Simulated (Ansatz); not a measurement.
# Lattice dynamics of Nb(110) slab, 5 layers, part 2 of 2

Aim: the vibrations of Nb(110) slab, 5 layers, their spectra, and whether the structure is stable.

Ansatz 0.2.0; DFT PBEsol, scalar-relativistic, plane waves, PAW.

So far. Step 2 (Coarse relaxation): The program solves this slab on a cell height of its own, 42.5 Å, in place of the one typed.

### Step 4. Tight relaxation

Phonons need a cell at rest on their own settings, so the relaxation is repeated with tight tolerances on forces and stress, using the mesh and the filling of the phonon run that follows.

The input, input.yaml:

```yaml
crystal:
  lattice:
    - [1.6182985115, 2.1990553107, 0.0]
    - [-1.6182985115, 2.1990553107, 0.0]
    - [0.0, 0.0, 42.4675810856]
  atoms:
    - { symbol: Nb, position: [0.0, 0.0, 0.1509366293] }
    - { symbol: Nb, position: [0.5, 0.5, 0.206077248] }
    - { symbol: Nb, position: [0.0, 0.0, 0.2629512846] }
    - { symbol: Nb, position: [0.5, 0.5, 0.3198253212] }
    - { symbol: Nb, position: [0.0, 0.0, 0.3749659399] }
  periodic: [true, true, false]
kpoints:
  mp_grid: { grid: [12, 12, 1] }
hamiltonian:
  xc: pbesol
scf:
  occupations: { method: methfessel_paxton, width: 0.15 }
output:
  forces: true
  stress: true
  eigenvalues: true
  write_density: true
  write_potential: true
  elf: true
  volumetric_format: npy
relax:
  adjacent_minimum: "off"
  f_tol: 0.001
  max_steps: 60
  cell: { stress_2d_tol: 0.002 }
```

Run with:

```
$ ansatz run input.yaml --threads 8 --pin off --max-ram 14336MiB --backend cpu --events-out ev --progress --plain --runs-dir out
```

Numbers of over 12 decimals in the logs are rounded to 6 here.

What it wrote:

```text
[...]
Crystal: 5 atoms, lattice volume = 302.261 Å³
Basis set: ecut = 420 eV, 5991 PW (Γ), exchange–correlation on 40×40×576 points (8 copies of the dense FFT grid, shifted against one another)
Bands: 39, of which v1, the nominal top of the filled ones, is band 33 counted from 1 (32 counted from 0)
Symmetry: 8 space group operations
[...]
k-points: 43 of 144
[...]
--- Relaxed structure (6 steps of the walk, 5 accepted, 1 SCFs on fresh bases) ---
[...]
cell:  # Å, volume = 302.1748 Å³
    - [1.618237, 2.198511, 0]
    - [-1.618237, 2.198511, 0]
    - [0, 0, 42.4675810856]
  atoms:
    - { symbol: Nb, position: [0, 0, 0.150936] }
    - { symbol: Nb, position: [0.5, 0.5, 0.206084] }
    - { symbol: Nb, position: [0, 0, 0.2629512846] }
    - { symbol: Nb, position: [0.5, 0.5, 0.319818] }
    - { symbol: Nb, position: [0, 0, 0.374967] }
[key lines of the parts left out:]
SCF converged after 10 iterations
Free energy (F): -22475.204444 eV
Fermi energy:    -4.685178 eV
P = ½ c Tr σ = 0.0000 N/m
```

Elapsed: 32 s, on 8 threads of Arm Neoverse V2, shared host; peak memory 1.2 GiB; 4.1 min of CPU time.

Little changed from the start: no atom moved by 0.005 Å and no cell edge by 0.1 %.

Valence density in the ac plane at fractional y = 0.000, with atoms of Nb within 0.2 Å of it. It is the smooth field of the valence electrons, not physical close to the nuclei.

Ten steps, logarithmic in the rise over the least value, from '0' (0.0 e/Å³) to '9' (3.7 e/Å³), each cell a mean:
```
00000000000000
00000000000000
00000000000000
00000000000000
00000000000000
00000000000000
00000000000000
00000000000000
00000000000000
00000000000000
00000000000000
00000000000000
00000000000000
00000000000000
88876543456788
88876544456788
44444444444444
99987554557899
55544444444455
66554444444556
99987544457899
11111111111111
00000000000000
00000000000000
```
Columns run along a (2.7 Å), rows up along c (42.5 Å). Atoms in or near the plane, at fractional coordinates: Nb at (0.00, 0.15), Nb at (0.00, 0.26), Nb at (0.00, 0.37).

Electrostatic potential energy in the ac plane at fractional y = 0.000, with atoms of Nb within 0.2 Å of it. With pseudopotentials it is smooth inside the atoms' cores, unlike the true potential.

Ten even steps from '0' (-53 eV) to '9' (0 eV), each cell a mean:
```
99999999999999
99999999999999
99999999999999
99999999999999
99999999999999
99999999999999
99999999999999
99999999999999
99999999999999
99999999999999
99999999999999
99999999999999
99999999999999
99999999999999
33346888886433
44557889887554
99998888888999
00025788875200
77888889888887
77788888888877
00125788875210
99999999999999
99999999999999
99999999999999
```
Columns run along a (2.7 Å; values clipped at the 3rd and 97th percentile), rows up along c (42.5 Å). Atoms in or near the plane, at fractional coordinates: Nb at (0.00, 0.15), Nb at (0.00, 0.26), Nb at (0.00, 0.37).

ELF in the ac plane at fractional y = 0.000, with atoms of Nb within 0.2 Å of it. It is the smooth field of the valence electrons, not physical close to the nuclei.

Ten even steps from '_' (0.00) to '@' (0.63), each cell a mean:
```
____________________________
____________________________
____________________________
____________________________
____________________________
____________________________
____________________________
____________________________
____________________________
____________________________
____________________________
____________________________
____________________________
______......::::::......____
++**##**++==========++**##**
########**++++++++++**######
++++++++++++++++++++++++++++
##%%@@@@**====++====**@@@@%%
****++====++++**++++====++**
##****++++++++++++++++++****
##%%@@@@**==========**@@@@%%
____......::------::......__
____________________________
____________________________
```
Columns run along a (2.7 Å), rows up along c (42.5 Å). Atoms in or near the plane, at fractional coordinates: Nb at (0.00, 0.15), Nb at (0.00, 0.26), Nb at (0.00, 0.37).

The largest force component left is 0.013 meV/Å, within the tolerances set.

### Step 5. Zone-centre response

The zone centre comes first: it holds the modes that light can see, as far as symmetry allows. No field response is asked, since the mesh shows no gap.

input.yaml, the sections that differ from step 4:

```yaml
crystal:
  lattice:
    - [1.6182366472, 2.198510974, 0.0]
    - [-1.6182366472, 2.198510974, 0.0]
    - [0.0, 0.0, 42.4675810856]
  atoms:
    - { symbol: Nb, position: [0.0, 0.0, 0.1509355756] }
    - { symbol: Nb, position: [0.5, 0.5, 0.2060844006] }
    - { symbol: Nb, position: [0.0, 0.0, 0.2629512846] }
    - { symbol: Nb, position: [0.5, 0.5, 0.3198181686] }
    - { symbol: Nb, position: [0.0, 0.0, 0.3749669936] }
  periodic: [true, true, false]
output:
  eigenvalues: true
phonons:
  method: dfpt
# kpoints, hamiltonian, scf: as in step 4
# relax: removed
```

What it wrote:

```text
Warning: crystal.symmetry: narrowed to the stabiliser of the run's FFT grids — unitary ops 8 → 4. A phonons.method: dfpt run fills in the rows of the dynamical matrix that it does not solve by its symmetry operations, which is exact only for operations that map its FFT grids onto themselves: filled in by any other, the frequencies could depend on the order in which like atoms are typed, or, by more than the grids' own error, on where the crystal sits among the grids' points. Excluded: 4 operations. The run can therefore solve more perturbations, solve them on more k-points, or both, and cost more. [rest of the remark cut]
[...]
Crystal: 5 atoms, lattice volume = 302.175 Å³
Basis set: ecut = 420 eV, 5991 PW (Γ), exchange–correlation on 40×40×576 points (8 copies of the dense FFT grid, shifted against one another)
Bands: 39, of which v1, the nominal top of the filled ones, is band 33 counted from 1 (32 counted from 0)
Symmetry: 8 space group operations
k-points: 43 of 144 (irreducible under 4 space group operations)
[...]
SCF iter   1: F=—  HF=-22475.339518 eV  |F-HF|=—  |Δ(HF+E_count)|=         —  Δρ=8.73e-3  dr2=5.66e0  ethr=1.77e-3  ⟨swp⟩=11.9  Hψ=11217  notcnv=0  defer=1
[...]
SCF iter  11: F=-22475.204444 eV  HF=-22475.204444 eV  |F-HF|=2.58e-10  |Δ(HF+E_count)|=  5.17e-10  S|Δr|=    0.00e0  Δρ=3.00e-8  dr2=5.61e-12  ethr=1.00e-12  ⟨swp⟩=21.6  Hψ=14040  notcnv=0
SCF 1 converged in 11 iterations: F = -22475.204444 eV  dr2 = 5.61e-12
[...]
DFPT response loops at Γ: preconditioner auto → none (partly filled bands, converged f_vac=0.668); β = 0.50; Broyden in place of MSR1
SCF converged after 11 iterations
[...]
Free energy (F): -22475.204444 eV
[...]
Internal energy: -22475.203262 eV  (E = F + TS)
E sigma→0 (E₀):  -22475.204149 eV
Entropy (-TS):   -0.001182 eV (-0.236 meV/atom)
Fermi energy:    -4.685175 eV
[...]
--- Band table (eV; the first three rows and the last of 43) ---
  k-point 0: bands = [... 29 lower, -5.4385, -5.2049, -5.1691, -4.9330, -4.7793, -3.9728, -3.4730, -3.1850, ... 2 higher]
  k-point 1: bands = [... 29 lower, -5.4964, -5.2032, -5.1227, -5.0719, -4.6555, -4.2505, -3.5944, -3.5222, ... 2 higher]
  k-point 2: bands = [... 29 lower, -5.5473, -5.4867, -5.2119, -4.9562, -4.8356, -4.4208, -4.0429, -3.5526, ... 2 higher]
  k-point 42: bands = [... 29 lower, -5.3722, -4.7419, -3.9106, -2.7758, -2.7388, -2.6756, -2.0618, -2.0028, ... 2 higher]
--- Phonons (Γ-DFPT): 15 representative perturbations + reference, on 43 of 144 k-points (Σ response iterations 75) ---
  ASR residual: 1.418e-4 → 0.000e0 eV/Å²; symmetrization residual: 3.042e-5 eV/Å²
  The last average, over the group as it would stand without the narrowing to the FFT grids, took up to 3.342e-5 eV/Å² of the zone centre's force constants
  ASR residual per site (eV/Å²): 6.08e-5 1.42e-4 3.83e-5 7.48e-5 6.68e-5
  Γ frequencies (cm⁻¹): 0.00 0.00 0.00 30.44 43.41 60.29 70.33 89.12 120.24 125.94 131.22 140.59 157.51 181.22 210.95
  non-analytic LO–TO correction: not included (Born effective charges unavailable; polar crystals: no LO–TO splitting at Γ)
```

Wall time 2.1 min (8 threads); peak memory 2.1 GiB; 16 min of CPU time.

The column dr2 measures how far the density is from self-consistency, as an energy; F and HF (Harris–Foulkes) agree once it is small.

Numbers from this step:

| Quantity | Value |
| --- | --- |
| sum-rule residual before enforcement | 1.42e-4 eV/Å² |
| point group | mmm |
| highest optical mode at the zone centre (no LO-TO term) | 210.9 cm⁻¹ |
| lowest optical zone-centre mode | 30.44 cm⁻¹ |

Patterns of degenerate modes are one choice out of their space. Modes at Γ:

```csv
mode,frequency (cm⁻¹),symmetry
1,0.0,acoustic
2,0.0,acoustic
3,0.0,acoustic
4,30.4,B2g
5,43.4,B3g
6,60.3,B3u
7,70.3,Ag
8,89.1,B2u
9,120.2,B2g
10,125.9,B3g
11,131.2,B1u
12,140.6,B2u
13,157.5,B3u
14,181.2,Ag
15,210.9,B1u
```

Displacements in mode 4 (30.4 cm⁻¹), the largest set to 1:
```
Nb1  1.00  0.00  0.00
Nb2  0.59  0.00  0.00
Nb3  0.00  0.00  0.00
Nb4 -0.59  0.00  0.00
Nb5 -1.00  0.00  0.00
```

Displacements in mode 5 (43.4 cm⁻¹), the largest set to 1:
```
Nb1  0.00  1.00  0.00
Nb2  0.00  0.63  0.00
Nb3  0.00  0.00  0.00
Nb4  0.00 -0.63  0.00
Nb5  0.00 -1.00  0.00
```

Before it was imposed, the acoustic sum rule was missed by 1.4e-4 eV/Å². Small misses are needed for a sound result but don't prove that mesh and cutoff are converged. The lowest optical mode is real, 30.4 cm⁻¹.

### Step 6. The dispersion

Stability and thermal properties need the whole zone. Linear response on a 2×2×1 q mesh gives force constants as far as a supercell of that size would.

Changes to input.yaml since step 5:

```diff
@@ -22 +22,6 @@
   method: dfpt
+  qmesh: [2, 2, 1]
+  temperatures: { t_max: 1000, t_step: 50 }
+  qpath:
+    path: [[0.0, 0.0, 0.0], [0.5, 0.5, 0.0], [0.61455381, 0.38544619, 0.0]]
+    npoints: 10
```

What it wrote:

```text
[...]
Crystal: 5 atoms, lattice volume = 302.175 Å³
Basis set: ecut = 420 eV, 5991 PW (Γ), exchange–correlation on 40×40×576 points (8 copies of the dense FFT grid, shifted against one another)
Bands: 39, of which v1, the nominal top of the filled ones, is band 33 counted from 1 (32 counted from 0)
Symmetry: 8 space group operations
k-points: 43 of 144 (irreducible under 4 space group operations)
[...]
SCF iter   1: F=—  HF=-22475.339518 eV  |F-HF|=—  |Δ(HF+E_count)|=         —  Δρ=8.73e-3  dr2=5.66e0  ethr=1.77e-3  ⟨swp⟩=11.9  Hψ=11217  notcnv=0  defer=1
[...]
SCF iter  11: F=-22475.204444 eV  HF=-22475.204444 eV  |F-HF|=2.58e-10  |Δ(HF+E_count)|=  5.17e-10  S|Δr|=    0.00e0  Δρ=3.00e-8  dr2=5.61e-12  ethr=1.00e-12  ⟨swp⟩=21.6  Hψ=14040  notcnv=0
SCF 1 converged in 11 iterations: F = -22475.204444 eV  dr2 = 5.61e-12
[...]
phonons: the bands overlap, so this run is a metal and interpolates without the dipole-dipole term. If the crystal is really an insulator or semiconductor, its LO-TO splitting is missing
NSCF: frozen V_eff on 43 k-points
WARN: eigensolver did not converge (k=1): 1 band(s) unlocked after 3 eigensolves, warm-restarted (20 sweeps on the last) at ethr=1.36e-12 eV (storage-precision floor; scheduled 1.00e-12 eV) (lowest unlocked band 38, counted from 0; max residual 1.06e-3 eV among the unlocked bands, 1.06e-3 eV over every band; other slots of this pass that fall short are told together in one closing line; warning suppressed until the next SCF loop or pass starts)
WARN: eigensolver did not converge in 3 slots of this pass, the one above among them; of largest residual over every band (k=1): 1 band(s) unlocked (lowest unlocked band 38, counted from 0; max residual 1.06e-3 eV among the unlocked bands, 1.06e-3 eV over every band); of lowest unlocked band (k=1): band 38
[...]
DFPT response loops at q = (0, 0, 0) (fractional): preconditioner auto → none (partly filled bands, converged f_vac=0.668); β = 0.50; Broyden in place of MSR1
[...]
SCF converged after 11 iterations
[...]
Free energy (F): -22475.204444 eV
[...]
Internal energy: -22475.203262 eV  (E = F + TS)
E sigma→0 (E₀):  -22475.204149 eV
Entropy (-TS):   -0.001182 eV (-0.236 meV/atom)
Fermi energy:    -4.685175 eV
[...]
--- Band table (eV; the first three rows and the last of 43) ---
  k-point 0: bands = [... 29 lower, -5.4385, -5.2049, -5.1691, -4.9330, -4.7793, -3.9728, -3.4730, -3.1850, ... 2 higher]
  k-point 1: bands = [... 29 lower, -5.4964, -5.2032, -5.1227, -5.0719, -4.6555, -4.2505, -3.5944, -3.5222, ... 2 higher]
  k-point 2: bands = [... 29 lower, -5.5473, -5.4867, -5.2119, -4.9562, -4.8356, -4.4208, -4.0429, -3.5526, ... 2 higher]
  k-point 42: bands = [... 29 lower, -5.3722, -4.7419, -3.9106, -2.7758, -2.7388, -2.6756, -2.0618, -2.0028, ... 2 higher]
--- Phonons (Γ-DFPT): 15 representative perturbations + reference (Σ response iterations 75) ---
  ASR residual: 1.447e-4 → 0.000e0 eV/Å²; symmetrization residual: 3.059e-5 eV/Å²
[...]
ASR residual per site (eV/Å²): 5.89e-5 1.45e-4 5.33e-5 7.52e-5 6.64e-5
[...]
--- Phonons (arbitrary-q DFPT): 3 irreducible q on the 2×2×1 mesh ---
  q = [0.0000, 0.0000, 0.0000] (star 1, of the zone-centre solve; hermiticity 7.31e-6, symmetrization 3.87e-14, taken by the last average 4.14e-6): -0.00 0.00 0.00 30.44 43.41 60.29 70.33 89.12 120.24 125.94 131.22 140.59 157.51 181.22 210.95
  q = [0.0000, -0.5000, 0.0000] (star 2, 15 solved perturbations on 74 of 144 k-point pairs; hermiticity 3.30e-6, symmetrization 7.70e-9, taken by the last average 2.27e-6): 121.30 136.59 136.87 141.06 141.18 153.30 160.36 162.83 166.89 172.91 191.25 192.88 225.33 249.66 249.75
[...]
sum rule: each row above includes the acoustic sum rule's correction from the zone centre's row sums; it moved no ω² by more than (0.65 cm⁻¹)²
  mesh force constants: q→R imaginary residual 3.25e-18; ASR residual 1.447e-4 → 0.000e0 eV/Å²; symmetrization residual 8.882e-16 eV/Å²
  interpolated dispersion: 21 rows × 15 modes
  density of states and harmonic sums: on the 24×24×1 q-mesh, interpolated from the force constants of a 2×2×1 supercell (no non-analytic term)
  largest difference from the sums on the solved wave vectors: F 9.19e-2 eV, S 1.56e-4 and C_V 6.42e-5 eV/K
  zero-point energy: 0.153790 eV/cell   skipped modes (ω ≤ 0): 3   left out of the sums: 3.47e-4 of the cell's modes: C_V's classical limit lies that fraction below 3 k_B per atom; for a crystal, a wire or a layer, F and S can be off by more, and a phonons.interpolated_qmesh denser along its periods is the remedy for the sampling
```

Elapsed: 8.2 min, on 8 threads; peak memory 2.7 GiB.

Numbers from this step:

```
sum-rule residual before enforcement                    : 1.45e-4 eV/Å²
lowest frequency on the path                            : 0 cm⁻¹
highest frequency on the path or at a solved wavevector : 253.8 cm⁻¹
mean frequency                                          : 165.4 cm⁻¹
lowest mode on the q mesh (acoustic modes at Γ apart)   : 30.44 cm⁻¹
```

Frequencies (cm⁻¹) solved at each irreducible wavevector; negative means imaginary. Frequencies by wavevector, by row:

```csv
q in reciprocal lattice units,star,mode 1,mode 2,mode 3,mode 4,mode 13,mode 14,mode 15
0 0 0,1,0,0,0,30.4,157.5,181.2,210.9
0 -0.5 0,2,121.3,136.6,136.9,141.1,225.3,249.7,249.8
-0.5 -0.5 0,1,143.4,149.6,154.9,162.4,248.6,250.6,253.8
```

Interpolated from a 2×2×1 q mesh, rough between the solved points. The phonon branches at the labelled points (cm⁻¹):

```csv
point,branch 1,branch 2,branch 3,branch 4,branch 12,branch 13,branch 14,branch 15
Γ,0,0,0,30,141,158,181,211
halfway,101,108,121,123,198,208,210,221
Y,143,150,155,162,233,249,251,254
halfway,143,150,157,164,231,246,248,252
C0,144,151,161,169,233,240,242,245
```

The phonon density of states has structure finer than the step of the table below, so its rows give means over 5 cm⁻¹, whole bins alone (the curve runs from 1 to 255 cm⁻¹). Peaks (cm⁻¹: height): 143.0: 0.162, 163.0: 0.167, 187.0: 0.126, 245.0: 0.0802.

Tetrahedra on a 24×24×1 mesh, mean over bins of 2 cm-1. Interpolated from a 2×2×1 q mesh, rough between the solved points. The phonon density of states by wavenumber; means over each step:

```csv
wavenumber (cm⁻¹),phonon density of states (1/cm⁻¹/cell)
5,5.4e-4
10,0.00113
15,0.00180
20,0.00235
25,0.00294
30,0.00380
35,0.00496
40,0.00588
45,0.00740
50,0.00894
55,0.0100
60,0.0121
65,0.0151
70,0.0174
75,0.0209
80,0.0232
85,0.0254
90,0.0292
95,0.0336
100,0.0369
105,0.0406
110,0.0452
115,0.0511
120,0.0615
125,0.0723
130,0.0883
135,0.113
140,0.141
145,0.135
150,0.133
155,0.139
160,0.147
165,0.157
170,0.112
175,0.0944
180,0.106
185,0.121
190,0.120
195,0.105
200,0.0941
205,0.0946
210,0.0981
215,0.0714
220,0.0656
225,0.0544
230,0.0519
235,0.0386
240,0.0472
245,0.0722
250,0.0603
```

Symmetry leaves 3 wavevectors to solve. The lowest mode among them, the acoustic zeros apart, lies at Γ and is real, 30.4 cm⁻¹.

### Step 7. Summary of results

```json
{"space group after relaxation (within 0.01 Å)": "Cmmm", "area per atom": "1.42 Å²", "electronic character": "no gap on this mesh", "highest optical mode at the zone centre (no LO-TO term)": "211 cm⁻¹", "lowest optical zone-centre mode": "30.4 cm⁻¹", "lowest mode on the q mesh (acoustic modes at Γ apart)": "30.4 cm⁻¹", "highest frequency on the path or at a solved wavevector": "254 cm⁻¹", "imaginary modes on the 2×2×1 q mesh": "none"}
```

In words: The structure is a minimum as far as tested: no mode is imaginary at the 3 irreducible wavevectors of the 2×2×1 mesh, and the softest away from the acoustic zeros lies at 30 cm⁻¹. The optical modes at Γ span 30 to 211 cm⁻¹. The q mesh stands for a supercell only 5.5 Å across, so branches between the solved wavevectors are rough. With no gap, or one that is small against the smearing, the frequencies hang on the k mesh and the smearing, most of all near Kohn anomalies. In a sheet or slab the interpolated bending branch near Γ is rough, since the rotational sum rule isn't imposed. A phonon run warned that its eigensolver left some bands unconverged in a pass. The starting cell was built on a prototype and not taken from a measurement. These are harmonic frequencies at zero temperature: anharmonic shifts, linewidths and thermal expansion are left out.

[Logs are printed without paths, hosts, clocks, repeated set-up lines and the standing remarks that a program may print on its own settings, such as how far it seeks lower states.]

[Hosts, paths, dates, database ids (printed as entryN), source tags and the programs' standing remarks are cut or masked in the printed files.]
